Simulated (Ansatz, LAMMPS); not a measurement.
# Elastic response of Zn15Cd21S36 with crystalline order left by the classical run (72 atoms): runs compared

Aim: relax Zn15Cd21S36 with crystalline order left by the classical run (72 atoms), then change its volume and shape to read moduli from the stress.

Computed with Ansatz 0.2.0: Kohn-Sham DFT, PBE, PAW (set soft_1), plane waves.

## (1) The cell as built

The cell holds 72 atoms: 15 Zn, 21 Cd and 36 S. Cell: a = 11.910 Å, b = 11.910 Å, c = 11.910 Å, α = 90.0°, β = 90.0°, γ = 90.0°. 72 atoms (15 Zn, 21 Cd, 36 S) placed at random at 4.42 g/cm³, melted at 2500 K for 10 ps at fixed volume with the Stillinger-Weber II-VI potential (Zhou et al., Phys. Rev. B 88, 085309 (2013)). Quenched from 2500 K to 500 K at 6 K/ps and fixed volume, held 5 ps.

What the set-up can't give: The quench rate of 6 K/ps is many orders above laboratory rates, so the cell is likely richer in defects and strain than a real sample. The network of bonds at the start is that of the classical potential that made the cell, and needn't be the one that DFT or experiment would give. Sampling is at Γ alone.

## (2) The reference run

The reference is a single point at the end of the relaxation.

Every strained cell starts from the geometry of this run, and its atoms are relaxed with the cell held.

Its input, with most atom lines left out:

```yaml
crystal:
  lattice:
    - [12.25311, -0.03187, -0.0002]
    - [-0.03187, 12.24199, -0.00051]
    - [-0.0002, -0.00051, 11.27367]
  atoms:
    - { symbol: Zn, position: [0.37029, 0.94737, 0.93872] }
    - { symbol: Zn, position: [0.03668, 0.28714, 0.93577] }
    - { symbol: Zn, position: [0.52918, 0.11412, 0.18092] }
    - { symbol: Zn, position: [0.03597, 0.28727, 0.43116] }
    - { symbol: Zn, position: [0.52909, 0.45582, 0.18199] }
    - { symbol: Zn, position: [0.69322, 0.6192, 0.42298] }
    - { symbol: Zn, position: [0.36901, 0.62016, 0.94684] }
    [... atom lines 8 to 72 left out ...]
kpoints:
  mp_grid: { grid: [1, 1, 1] }
hamiltonian:
  xc: pbe
  pseudopotentials: { kind: paw, azcp: { folder: soft_1 } }
scf:
  occupations: { method: gaussian, width: 0.05 }
output:
  forces: true
  stress: true
  populations: true
  dos:
    method: { smearing: { sigma: 0.08 } }
    de: 0.1
    projected: { site_lists: { Cd: [Cd], S: [S], Zn: [Zn] } }
  eigenvalues: true
  write_density: true
  write_potential: true
  volumetric_format: npy
  elf: true
```

| Item | Value |
| --- | --- |
| free energy per atom | -3550.7486 eV/atom |
| r.m.s. force component | 0.00305 eV/Å |
| pressure | -0.007116 GPa |

Filled and empty levels are parted by 1.28 eV (at Γ alone); a semilocal functional tends to put such gaps too low. In a disordered cell it changes from sample to sample, and tail or defect levels can set it.

## (3) The runs

Each row is one run, on 4 threads of Intel Xeon Platinum 8488C (Sapphire Rapids), shared host. The free energy is the program's total, comparable only between runs with the same functional, potentials and atoms.

| run | atoms | outcome | ionic steps, all passes | free energy (eV) | time | host memory (GiB) |
| --- | --- | --- | --- | --- | --- | --- |
| Single point at the start | 72 | converged | - | -255650.871 | 16 s | 2.4 |
| Cell and atoms relaxed | 72 | converged | 5 | -255653.896 | 71 s | 2.6 |
| Single point at the relaxed geometry | 72 | converged | - | -255653.896 | 24 s | 2.6 |
| Volume -3 % | 72 | converged | 2 | -255653.603 | 33 s | 2.6 |
| Volume +3 % | 72 | converged | 2 | -255653.626 | 30 s | 2.7 |
| Volume -6 % | 72 | converged | 2 | -255652.648 | 31 s | 2.4 |
| Volume +6 % | 72 | converged | 2 | -255652.888 | 36 s | 2.7 |
| Volume -10 % | 72 | converged | 3 | -255650.151 | 42 s | 2.3 |
| Stretched by 1 % along x | 72 | converged | 2 | -255653.841 | 32 s | 2.6 |

In some runs the program notes that the SCF threshold is loose for the stress.

## (4) Pressure against volume

Atoms are relaxed at each volume, in the scaled cell.

| volume change (%) | volume (Å³/atom) | energy change (meV/atom) | pressure (GPa) | largest move on relaxing (Å) | bonds | gap (eV) |
| --- | --- | --- | --- | --- | --- | --- |
| -10 | 21.138 | 52.01 | 7.81 | 0.06 | 144 | 1.58 |
| -6 | 22.078 | 17.34 | 4.19 | 0.02 | 144 | 1.46 |
| -3 | 22.782 | 4.07 | 1.92 | 0.01 | 144 | 1.37 |
| +0 | 23.487 | 0.00 | -0.01 | - | 144 | 1.28 |
| +3 | 24.192 | 3.75 | -1.65 | 0.00 | 144 | 1.20 |
| +6 | 24.896 | 14.00 | -3.02 | 0.02 | 144 | 1.12 |

## (5) Uniaxial strain and shear

Stress (GPa, compression positive) less that of the relaxed cell, atoms relaxed:

| strain | xx | yy | zz | xy | energy change (meV/atom) |
| --- | --- | --- | --- | --- | --- |
| stretched by 1 % along x | -1.033 | -0.232 | -0.480 | 0.004 | 0.76 |

## (6) Findings

The bulk modulus, from the slope of pressure against ln V over the three points nearest the relaxed volume, is 59.4 GPa; a quadratic over all points gives a pressure derivative of about 4.7. The gap goes from 1.58 eV at the smallest volume to 1.12 eV at the largest, -2.9 eV per unit of ln V by a straight line, on the run's k-points.

Caveats: Strains are finite and relaxations stop at the force tolerance of the input, which can leave moduli too stiff; they are those of a static cell at zero temperature. Volumes are changed with the cell's shape held, so in an anisotropic solid the modulus lies over the one under free hydrostatic load. The program notes that the SCF threshold of the relaxations is loose for the stress.

The DFT runs together took 5.3 min of wall time.

[Logs are printed without paths, hosts, clocks, repeated set-up lines and the standing remarks that a program may print on its own settings, such as how far it seeks lower states.]

[Hosts, paths, dates, database ids (printed as entryN), source tags and the programs' standing remarks are cut or masked in the printed files.]
